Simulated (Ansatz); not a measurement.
**Decaying states in the gap of Rb2TeO**

Wanted: the relaxed cell of Rb2TeO, its band edges and its decay constants. It is built by putting Te for part of the O in the RbO structure of space group Immm, with the volume rescaled by atomic radii. The parent structure comes from the Materials Project.

Calculated with Ansatz 0.2.0; PBE DFT, plane waves, PAW files, in the first sound run; inputs show where later runs differ.

The structure was built from a prototype and need not be the compound's stable phase.

## (1) The structure

Symmetry: Imm2, No. 44, orthorhombic system. Conventional cell: a = 4.416 Å, b = 7.465 Å, c = 6.305 Å, α = 90.00°, β = 90.00°, γ = 90.00°. Nearest to Rb lie 3 O at 2.97 to 3.03 Å and 3 Te at 2.97 to 3.03 Å. Nearest to O lie 1 Te at 1.60 Å and 6 Rb at 2.97 to 3.03 Å. Nearest to Te lie 1 O at 1.60 Å. It derives from RbO. Te for part of the O in the RbO structure of space group Immm. Farther neighbours and most contacts between anions are not listed.

## (2) Relaxing the new crystal

The substituted atoms don't fit the parent's cell, so cell and atoms relax together. A small smearing keeps the run stable in case the gap closes on the way.

The input, input.yaml:

```yaml
crystal:
  lattice:
    - [-2.208195554, 3.152262512, 3.7323360008]
    - [2.208195554, -3.152262512, 3.7323360008]
    - [2.208195554, 3.152262512, -3.7323360008]
  atoms:
    - { symbol: Rb, position: [0.25626393, 0.25626393, 0.0] }
    - { symbol: Rb, position: [0.74373607, 0.74373607, 0.0] }
    - { symbol: O, position: [0.62688266, 0.0, 0.62688266] }
    - { symbol: Te, position: [0.37311734, 0.0, 0.37311734] }
kpoints:
  mp_grid: { grid: [6, 6, 6] }
scf:
  occupations: { method: gaussian, width: 0.03 }
hamiltonian:
  xc: pbe
output:
  forces: true
  stress: true
relax:
  f_tol: 0.02
  max_steps: 60
  cell: {}
```

The run is started by

```console
$ ansatz run input.yaml --threads 2 --pin off --max-ram 4096MiB --backend cpu --events-out ev --progress --plain --runs-dir out
```

Numbers of over 12 decimals in the logs are rounded to 6 here.

Log:

```text
Engine: ansatz 0.2.0, aarch64-unknown-linux-gnu
Pseudopotentials: kind: paw
Pseudopotential: Rb, paw, valence charge 9, recommended cutoff 420 eV (normal), Rb.paw.azcp
Pseudopotential: O, paw, valence charge 6, recommended cutoff 420 eV (normal), O.paw.azcp
Pseudopotential: Te, paw, valence charge 16, recommended cutoff 420 eV (normal), Te.paw.azcp
Functional definition: PBE
  parameter kappa = 0.804
  parameter beta = 0.066725
  exchange = pbe_x(kappa = kappa, mu = beta*pi^2/3)
  correlation = pbe_c(beta = beta)
Crystal: 4 atoms, lattice volume = 103.920 Å³
Basis set: ecut = 420 eV, 2017 PW (Γ), exchange–correlation on 72×72×72 points (8 copies of the dense FFT grid, shifted against one another)
Bands: 24, of which v1, the nominal top of the filled ones, is band 20 counted from 1 (19 counted from 0)
Symmetry: 4 space group operations
Space group: Imm2 (ITA 44), of the structure as read, at distance tolerance 4.7e-5 Å
k-points: 46 of 216 (time reversal used)
Non-local potential: Rb, projectors of the file, l = 0: 3, l = 1: 2, l = 2: 2
Non-local potential: O, projectors of the file, l = 0: 2, l = 1: 2, l = 2: 1
Non-local potential: Te, projectors of the file, l = 0: 2, l = 1: 2, l = 2: 2, l = 3: 2
PAW form: soft (Blöchl's): semilocal exchange-correlation on the pseudo side does not see the compensation charge
PAW one-centre angular grid: Rb, 110 points (default); XC on 64 Gauss nodes
PAW one-centre angular grid: O, 110 points (default); XC on 64 Gauss nodes
PAW one-centre angular grid: Te, 590 points (default); XC on 64 Gauss nodes
Initial density: superposition of atomic densities (neutral atoms: chi_scale 0, normalization atom), corrected by the library's trained network
Initial wavefunctions: pseudopotential atomic-orbital guess
Functional: x = pbe(κ = 0.804, μ = 0.219515), c = pbe(β = 0.066725)
SCF iter   1: F=—  HF=-14078.245722 eV  |F-HF|=—  |Δ(HF+E_count)|=         —  Δρ=5.41e-3  dr2=3.66e-2  ethr=1.77e-3  ⟨swp⟩=7.6  Hψ=6167  notcnv=0
preconditioner: auto → none  [insulator: Δε(μ)=0.841 eV  Ē_g=11.490 eV  σ=0.030 eV  W_gap=1.00  n_scr=16 (ndim 8)  ℏωp=17.8 eV  f_vac=0.110  D(μ)=0.00/eV (n_scr^D=0)  ε∞_Penn≈3.4]
SCF iter   2: F=—  HF=-14078.241900 eV  |F-HF|=—  |Δ(HF+E_count)|=   3.82e-3  Δρ=2.39e-3  dr2=3.42e-3  ethr=9.15e-5  ⟨swp⟩=4.0  Hψ=2887  notcnv=0
SCF iter   3: F=—  HF=-14078.243687 eV  |F-HF|=—  |Δ(HF+E_count)|=   1.79e-3  Δρ=9.20e-4  dr2=7.97e-4  ethr=8.55e-6  ⟨swp⟩=3.0  Hψ=2205  notcnv=0
SCF iter   4: F=—  HF=-14078.244510 eV  |F-HF|=—  |Δ(HF+E_count)|=   8.23e-4  Δρ=7.32e-4  dr2=5.32e-4  ethr=1.99e-6  ⟨swp⟩=2.0  Hψ=1877  notcnv=0
SCF iter   5: F=—  HF=-14078.244438 eV  |F-HF|=—  |Δ(HF+E_count)|=   7.20e-5  Δρ=1.13e-4  dr2=1.37e-5  ethr=1.33e-6  ⟨swp⟩=2.0  Hψ=1702  notcnv=0
SCF iter   6: F=—  HF=-14078.244512 eV  |F-HF|=—  |Δ(HF+E_count)|=   7.43e-5  Δρ=3.27e-5  dr2=9.34e-7  ethr=3.44e-8  ⟨swp⟩=2.0  Hψ=1656  notcnv=0
SCF iter   7: F=-14078.244515 eV  HF=-14078.244515 eV  |F-HF|=1.43e-7  |Δ(HF+E_count)|=   2.18e-6  Δρ=8.81e-6  dr2=9.21e-8  ethr=2.50e-10  ⟨swp⟩=4.2  Hψ=5534  notcnv=0
SCF 1 converged in 7 iterations: F = -14078.244515 eV  dr2 = 9.21e-8
  greatest PAW one-centre occupation: 0.999 electrons in one spin orbital (limit 2), on the Te atom at site 3 (counted from 0), in its partial waves of l = 2
relax step   1: F+E_penalty+E_count = -14078.24451467 eV  Δ(F+E_penalty+E_count) = +0.000e0 eV  max|allowed force component| = 1.994e1 eV/Å  Δτ_max = 0.0000 Å  P = +31.881 GPa  Ω = 103.920 Å³  (7 SCF iters, dr2 threshold 1.00e-7 eV, accepted)
Crystal: 4 atoms, lattice volume = 119.246 Å³
Basis set: ecut = 420 eV, 2337 PW (Γ), exchange–correlation on 72×72×72 points (8 copies of the dense FFT grid, shifted against one another)
Initial density: handed on by an earlier stage of this run
Initial wavefunctions: those handed on with the density
iter 1 solved again at ethr=9.50e-4 eV; its pass at ethr=3.10e-3 eV (dr2=3.80e-1 eV) is discarded
SCF iter   1: F=—  HF=-14081.956075 eV  |F-HF|=—  |Δ(HF+E_count)|=         —  Δρ=2.29e-2  dr2=3.81e-1  ethr=9.50e-4  ⟨swp⟩=1.0  Hψ=7010  notcnv=0
preconditioner: auto → none  [insulator: Δε(μ)=1.014 eV  Ē_g=11.909 eV  σ=0.030 eV  W_gap=1.00  n_scr=16 (ndim 8)  ℏωp=17.3 eV  f_vac=0.158  D(μ)=0.00/eV (n_scr^D=0)  ε∞_Penn≈3.1]
SCF iter   2: F=—  HF=-14081.894515 eV  |F-HF|=—  |Δ(HF+E_count)|=   6.16e-2  Δρ=1.17e-2  dr2=1.71e-1  ethr=9.50e-4  ⟨swp⟩=3.0  Hψ=1997  notcnv=0
SCF iter   3: F=—  HF=-14081.866605 eV  |F-HF|=—  |Δ(HF+E_count)|=   2.79e-2  Δρ=7.60e-3  dr2=4.59e-2  ethr=4.27e-4  ⟨swp⟩=3.0  Hψ=2258  notcnv=0
SCF iter   4: F=—  HF=-14081.861396 eV  |F-HF|=—  |Δ(HF+E_count)|=   5.21e-3  Δρ=3.15e-3  dr2=6.98e-3  ethr=1.15e-4  ⟨swp⟩=2.8  Hψ=1769  notcnv=0
SCF iter   5: F=—  HF=-14081.861107 eV  |F-HF|=—  |Δ(HF+E_count)|=   2.89e-4  Δρ=8.13e-4  dr2=4.57e-4  ethr=1.74e-5  ⟨swp⟩=2.0  Hψ=1862  notcnv=0
SCF iter   6: F=—  HF=-14081.861227 eV  |F-HF|=—  |Δ(HF+E_count)|=   1.20e-4  Δρ=1.41e-4  dr2=1.44e-5  ethr=1.14e-6  ⟨swp⟩=2.0  Hψ=1702  notcnv=0
SCF iter   7: F=—  HF=-14081.861260 eV  |F-HF|=—  |Δ(HF+E_count)|=   3.31e-5  Δρ=2.47e-5  dr2=4.36e-7  ethr=3.61e-8  ⟨swp⟩=2.0  Hψ=1775  notcnv=0
SCF iter   8: F=-14081.861261 eV  HF=-14081.861261 eV  |F-HF|=2.20e-8  |Δ(HF+E_count)|=   5.30e-7  Δρ=5.22e-6  dr2=1.86e-8  ethr=1.00e-9  ⟨swp⟩=5.0  Hψ=4146  notcnv=0
SCF 2 converged in 8 iterations: F = -14081.861261 eV  dr2 = 1.86e-8
  greatest PAW one-centre occupation: 0.998 electrons in one spin orbital (limit 2), on the Te atom at site 3 (counted from 0), in its partial waves of l = 2
relax step   2: F+E_penalty+E_count = -14081.86126075 eV  Δ(F+E_penalty+E_count) = -3.617e0 eV  max|allowed force component| = 4.528e0 eV/Å  Δτ_max = 0.0952 Å  P = +11.007 GPa  Ω = 119.246 Å³  energy of the carried Pulay correction = -1.079e-2 eV  (8 SCF iters, dr2 threshold 4.00e-7 eV, accepted)
Crystal: 4 atoms, lattice volume = 135.815 Å³
Basis set: ecut = 420 eV, 2635 PW (Γ), exchange–correlation on 72×72×72 points (8 copies of the dense FFT grid, shifted against one another)
iter 1 solved again at ethr=3.88e-4 eV; its pass at ethr=3.10e-3 eV (dr2=1.55e-1 eV) is discarded
SCF iter   1: F=—  HF=-14082.711333 eV  |F-HF|=—  |Δ(HF+E_count)|=         —  Δρ=1.18e-2  dr2=1.56e-1  ethr=3.88e-4  ⟨swp⟩=1.1  Hψ=7481  notcnv=0
preconditioner: auto → Resta (q_TF=auto, 2.225 Å⁻¹)  ε∞=3.1  [insulator: Δε(μ)=1.127 eV  Ē_g=10.878 eV  σ=0.030 eV  W_gap=1.00  n_scr=24 (ndim 8)  ℏωp=15.6 eV  f_vac=0.184  D(μ)=0.00/eV (n_scr^D=0)  ε∞_Penn≈3.1]
[...]
relax step   9: F+E_penalty+E_count = -14083.21009161 eV  Δ(F+E_penalty+E_count) = -2.183e-1 eV  max|allowed force component| = 1.919e-2 eV/Å  Δτ_max = 0.0000 Å  P = +1.641 GPa  Ω = 149.029 Å³  stress off target by 2.21e0 GPa  SCF on the basis re-selected at this cell (its energy is not comparable with the rows above)  (9 SCF iters)
relax step  10: F+E_penalty+E_count = -14083.28029349 eV  Δ(F+E_penalty+E_count) = -7.020e-2 eV  max|allowed force component| = 8.961e-2 eV/Å  Δτ_max = 0.0174 Å  P = +0.856 GPa  Ω = 156.517 Å³  energy of the carried Pulay correction = -5.429e-3 eV  (7 SCF iters, dr2 threshold 4.00e-7 eV, accepted)
relax step  11: F+E_penalty+E_count = -14083.31436498 eV  Δ(F+E_penalty+E_count) = -3.407e-2 eV  max|allowed force component| = 1.922e-1 eV/Å  Δτ_max = 0.1039 Å  P = +0.337 GPa  Ω = 164.795 Å³  energy of the carried Pulay correction = -1.397e-2 eV  (8 SCF iters, dr2 threshold 4.00e-7 eV, accepted)
relax step  12: F+E_penalty+E_count = -14083.32183155 eV  Δ(F+E_penalty+E_count) = -7.467e-3 eV  max|allowed force component| = 1.104e-1 eV/Å  Δτ_max = 0.0444 Å  P = -0.291 GPa  Ω = 170.912 Å³  energy of the carried Pulay correction = -2.213e-2 eV  (7 SCF iters, dr2 threshold 4.00e-7 eV, accepted)
relax step  13: F+E_penalty+E_count = -14083.33424972 eV  Δ(F+E_penalty+E_count) = -1.242e-2 eV  max|allowed force component| = 4.654e-2 eV/Å  Δτ_max = 0.0552 Å  P = +0.142 GPa  Ω = 167.533 Å³  energy of the carried Pulay correction = -1.806e-2 eV  (7 SCF iters, dr2 threshold 4.00e-7 eV, accepted)
relax step  14: F+E_penalty+E_count = -14083.33429911 eV  Δ(F+E_penalty+E_count) = -4.939e-5 eV  max|allowed force component| = 5.914e-3 eV/Å  Δτ_max = 0.0093 Å  P = -0.001 GPa  Ω = 168.281 Å³  energy of the carried Pulay correction = -1.902e-2 eV  (6 SCF iters, dr2 threshold 1.35e-7 eV, accepted)
relax step  15: F+E_penalty+E_count = -14083.33445035 eV  Δ(F+E_penalty+E_count) = -1.512e-4 eV  max|allowed force component| = 1.162e-3 eV/Å  Δτ_max = 0.0046 Å  P = +0.005 GPa  Ω = 168.220 Å³  energy of the carried Pulay correction = -1.891e-2 eV  (8 SCF iters, accepted)
relax step  16: F+E_penalty+E_count = -14083.37196711 eV  Δ(F+E_penalty+E_count) = -3.752e-2 eV  max|allowed force component| = 4.901e-3 eV/Å  Δτ_max = 0.0000 Å  P = +0.171 GPa  Ω = 168.220 Å³  stress off target by 4.43e-1 GPa  SCF on the basis re-selected at this cell (its energy is not comparable with the rows above)  (9 SCF iters)
relax step  17: F+E_penalty+E_count = -14083.37901772 eV  Δ(F+E_penalty+E_count) = -7.051e-3 eV  max|allowed force component| = 6.172e-3 eV/Å  Δτ_max = 0.0358 Å  P = +0.024 GPa  Ω = 171.117 Å³  energy of the carried Pulay correction = -1.954e-3 eV  (7 SCF iters, dr2 threshold 4.00e-7 eV, accepted)
relax step  18: F+E_penalty+E_count = -14083.37896284 eV  Δ(F+E_penalty+E_count) = +5.487e-5 eV  max|allowed force component| = 1.191e-3 eV/Å  Δτ_max = 0.0128 Å  P = -0.005 GPa  Ω = 171.709 Å³  energy of the carried Pulay correction = -2.383e-3 eV  (7 SCF iters, dr2 threshold 1.04e-8 eV, accepted)
relax step  19: F+E_penalty+E_count = -14083.38267000 eV  Δ(F+E_penalty+E_count) = -3.707e-3 eV  max|allowed force component| = 1.255e-3 eV/Å  Δτ_max = 0.0000 Å  P = +0.012 GPa  Ω = 171.709 Å³  stress off target by 5.43e-2 GPa  SCF on the basis re-selected at this cell (its energy is not comparable with the rows above)  (8 SCF iters)
relax step  20: F+E_penalty+E_count = -14083.38269581 eV  Δ(F+E_penalty+E_count) = -2.580e-5 eV  max|allowed force component| = 4.006e-3 eV/Å  Δτ_max = 0.0080 Å  P = +0.003 GPa  Ω = 171.906 Å³  energy of the carried Pulay correction = -1.786e-4 eV  (7 SCF iters, dr2 threshold 7.37e-9 eV, accepted)
iter 1 solved again at ethr=2.13e-7 eV; its pass at ethr=3.10e-3 eV (dr2=8.52e-5 eV) is discarded
SCF iter   1: F=—  HF=-14083.382319 eV  |F-HF|=—  |Δ(HF+E_count)|=         —  Δρ=4.62e-5  dr2=1.34e-7  ethr=2.13e-7  ⟨swp⟩=4.0  Hψ=9768  notcnv=0
preconditioner: auto → Resta (q_TF=auto, 2.140 Å⁻¹)  ε∞=2.8  [insulator: Δε(μ)=1.298 eV  Ē_g=10.450 eV  σ=0.030 eV  W_gap=1.00  n_scr=26 (ndim 8)  ℏωp=13.9 eV  f_vac=0.250  D(μ)=0.00/eV (n_scr^D=0)  ε∞_Penn≈2.8]
SCF iter   2: F=—  HF=-14083.382760 eV  |F-HF|=—  |Δ(HF+E_count)|=   4.40e-4  Δρ=2.32e-5  dr2=3.63e-8  ethr=3.35e-10  ⟨swp⟩=2.8  Hψ=2147  notcnv=0
SCF iter   3: F=—  HF=-14083.382896 eV  |F-HF|=—  |Δ(HF+E_count)|=   1.36e-4  Δρ=5.72e-6  dr2=3.28e-8  ethr=9.07e-11  ⟨swp⟩=2.4  Hψ=1721  notcnv=0
SCF iter   4: F=—  HF=-14083.382899 eV  |F-HF|=—  |Δ(HF+E_count)|=   3.35e-6  Δρ=7.92e-7  dr2=4.70e-10  ethr=8.21e-11  ⟨swp⟩=2.0  Hψ=1702  notcnv=0
SCF iter   5: F=—  HF=-14083.382899 eV  |F-HF|=—  |Δ(HF+E_count)|=   1.09e-7  Δρ=1.46e-7  dr2=5.87e-11  ethr=1.17e-12  ⟨swp⟩=2.0  Hψ=1702  notcnv=0
SCF iter   6: F=-14083.382899 eV  HF=-14083.382899 eV  |F-HF|=2.55e-11  |Δ(HF+E_count)|=   1.70e-9  Δρ=3.84e-8  dr2=6.15e-12  ethr=1.00e-12  ⟨swp⟩=5.1  Hψ=4210  notcnv=0
SCF 21 converged in 6 iterations: F = -14083.382899 eV  dr2 = 6.15e-12
relax step  21: F+E_penalty+E_count = -14083.38289950 eV  Δ(F+E_penalty+E_count) = -2.037e-4 eV  max|allowed force component| = 3.856e-3 eV/Å  Δτ_max = 0.0000 Å  P = +0.004 GPa  Ω = 171.906 Å³  stress off target by 1.06e-2 GPa  SCF on the basis re-selected at this cell (its energy is not comparable with the rows above)  (6 SCF iters)
basis re-selected at this cell: Δ(F+E_penalty+E_count) = -2.037e-4 eV, ΔP = +0.001 GPa vs the last step (what re-selecting the basis moved, of the pressure what is left beyond the Pulay correction that the steps carried, after the strain that the cell walked since its last selection, with what the two solves' SCF thresholds leave and, on support functions, any second-order correction that the steps lacked; it is no m [...]
SCF converged after 6 iterations
Free energy (F): -14083.382899 eV
Harris-Foulkes:  -14083.382899 eV  (|F-HF|=2.55e-11)
Internal energy: -14083.382899 eV  (E = F + TS)
E sigma→0 (E₀):  -14083.382899 eV
Fermi energy:    3.836277 eV
--- Per-component energies (eV) ---
  E_band       = -541.485854
  E_kinetic    = 740.717261
  E_local      = -3855.005421  (includes V_loc(G=0)·N_el)
  E_nonlocal   = 84.417952
  E_hartree    = 1725.739749
  E_xc         = -459.805298
  E_vxc        = -472.749727  (∫ρ·V_xc dr)
  E_paw        = -10056.724483  (= ΣΔE_a)
  E_vpaw       = -490.347679  (= ΣTr[D̂ρ^β])
  E_aug_tail   = 0.002188  (compensation charges beyond the density's cutoff)
  E_ewald      = -2262.724849
  E_smearing   = -0.000000  (= −TS)
  E_closure    = 0.000000  (closes the sum)
  Σ components = -14083.382899   (vs F -14083.382899, Δ=0.00e0)
--- Forces (eV/Å), atoms counted from 1 ---
  atom   1  Rb     0.00000000    -0.00166015    -0.00059242
  atom   2  Rb     0.00000000    -0.00166015     0.00059242
  atom   3  O      0.00000000    -0.00053587     0.00000000
  atom   4  Te     0.00000000     0.00385589     0.00000000
  max |Σ_I F_I| component: 2.81e-7 eV/Å
--- Stress (GPa, compression-positive) ---
        0.010567       0.000000       0.000000
        0.000000      -0.001403       0.000000
        0.000000       0.000000       0.001963
  P = ⅓ Tr σ = 0.0037 GPa (0.037 kbar)
--- Relaxed structure (17 steps of the walk, 16 accepted, 4 SCFs on fresh bases) ---
  F+E_penalty+E_count = -14083.38289950 eV   max|allowed force component| = 3.856e-3 eV/Å   (the final SCF, on the basis selected at the relaxed cell)
  cell:  # Å, volume = 171.9064 Å³
    - [-3.027605, 3.234315, 4.388849]
    - [3.027605, -3.234315, 4.388849]
    - [3.027605, 3.234315, -4.388849]
  atoms:
    - { symbol: Rb, position: [0.193017, 0.250832, -0.057815] }
    - { symbol: Rb, position: [0.691352, 0.749168, -0.057815] }
    - { symbol: O, position: [0.711911, 9.350413358424966e-18, 0.711911] }
    - { symbol: Te, position: [0.403720, 4.3174488338403815e-18, 0.403720] }
```

Elapsed: 2.1 min, on 2 threads of Arm Neoverse V2, shared host; peak memory 0.5 GiB.

Relaxation path:

| step | energy less that of the first step (eV) | largest force component (eV/Å) | pressure (GPa) | volume (Å³) |
| --- | --- | --- | --- | --- |
| 1 | 0.0000 | 19.9400 | 31.88 | 103.92 |
| 2 | -3.6167 | 4.5277 | 11.01 | 119.25 |
| 3 | -4.4315 | 2.1938 | 3.90 | 135.82 |
| 4 | -4.7190 | 0.2941 | 1.23 | 143.68 |
| 5 | -4.7409 | 0.1182 | 0.52 | 146.62 |
| 6 | -4.7326 | 0.0139 | -0.59 | 151.45 |
| 7 | -4.7471 | 0.0183 | 0.04 | 148.78 |
| 8 | -4.7473 | 0.0090 | -0.01 | 149.03 |
| 9* | -4.9656 | 0.0192 | 1.64 | 149.03 |
| 10 | -5.0358 | 0.0896 | 0.86 | 156.52 |
| 11 | -5.0698 | 0.1922 | 0.34 | 164.79 |
| 12 | -5.0773 | 0.1104 | -0.29 | 170.91 |
| 13 | -5.0897 | 0.0465 | 0.14 | 167.53 |
| 14 | -5.0898 | 0.0059 | 0.00 | 168.28 |
| 15 | -5.0899 | 0.0012 | 0.01 | 168.22 |
| 16* | -5.1275 | 0.0049 | 0.17 | 168.22 |
| 17 | -5.1345 | 0.0062 | 0.02 | 171.12 |
| 18 | -5.1344 | 0.0012 | -0.01 | 171.71 |
| 19* | -5.1382 | 0.0013 | 0.01 | 171.71 |
| 20 | -5.1382 | 0.0040 | 0.00 | 171.91 |
| 21* | -5.1384 | 0.0039 | 0.00 | 171.91 |

Relaxation steps marked * repeat the geometry before them on a plane-wave basis chosen anew for their cell, so energy and pressure can jump there. Relaxation step 6 was tried and not accepted.

The run keeps the 4 symmetry operations that it works with, so distortions that break them were not tested.

| cell as run | before | after | change |
| --- | --- | --- | --- |
| a (Å) | 5.361 | 6.236 | +16.3 % |
| b (Å) | 5.361 | 6.236 | +16.3 % |
| c (Å) | 5.361 | 6.236 | +16.3 % |
| α (°) | 131.35 | 121.91 | -7.2 % |
| β (°) | 107.97 | 117.52 | +8.8 % |
| γ (°) | 91.76 | 90.54 | -1.3 % |
| volume (Å³/atom) | 25.98 | 42.98 | +65.4 % |

The atoms that moved most (Å, as changes of fractional coordinates times the final cell):

| atom | dx | dy | dz | length |
| --- | --- | --- | --- | --- |
| O3 | 0.000 | 0.550 | 0.000 | 0.550 |
| Rb1 | 0.000 | -0.374 | -0.048 | 0.377 |
| Rb2 | 0.000 | -0.374 | 0.048 | 0.377 |
| Te4 | 0.000 | 0.198 | 0.000 | 0.198 |

The relaxed structure:

```xyz
4
Lattice="-3.0276 3.2343 4.3888 3.0276 -3.2343 4.3888 3.0276 3.2343 -4.3888" Properties=species:S:1:pos:R:3 pbc="T T T"
Rb    0.0000   -0.3740    2.2017
Rb    0.0000   -0.3740    6.5760
O     0.0000    4.6051    0.0000
Te    0.0000    2.6115    0.0000
```

This step gave:

```yaml
free_energy: -14083.3829 eV
fermi_energy: 3.836 eV
pressure: 0.003709 GPa
```

The largest force component on a free atom ends at 0.0039 eV/Å.

[end of part 1 of 3]

[Logs are printed without paths, hosts, clocks, repeated set-up lines and the standing remarks that a program may print on its own settings, such as how far it seeks lower states.]

[Hosts, paths, dates, database ids (printed as entryN), source tags and the programs' standing remarks are cut or masked in the printed files.]
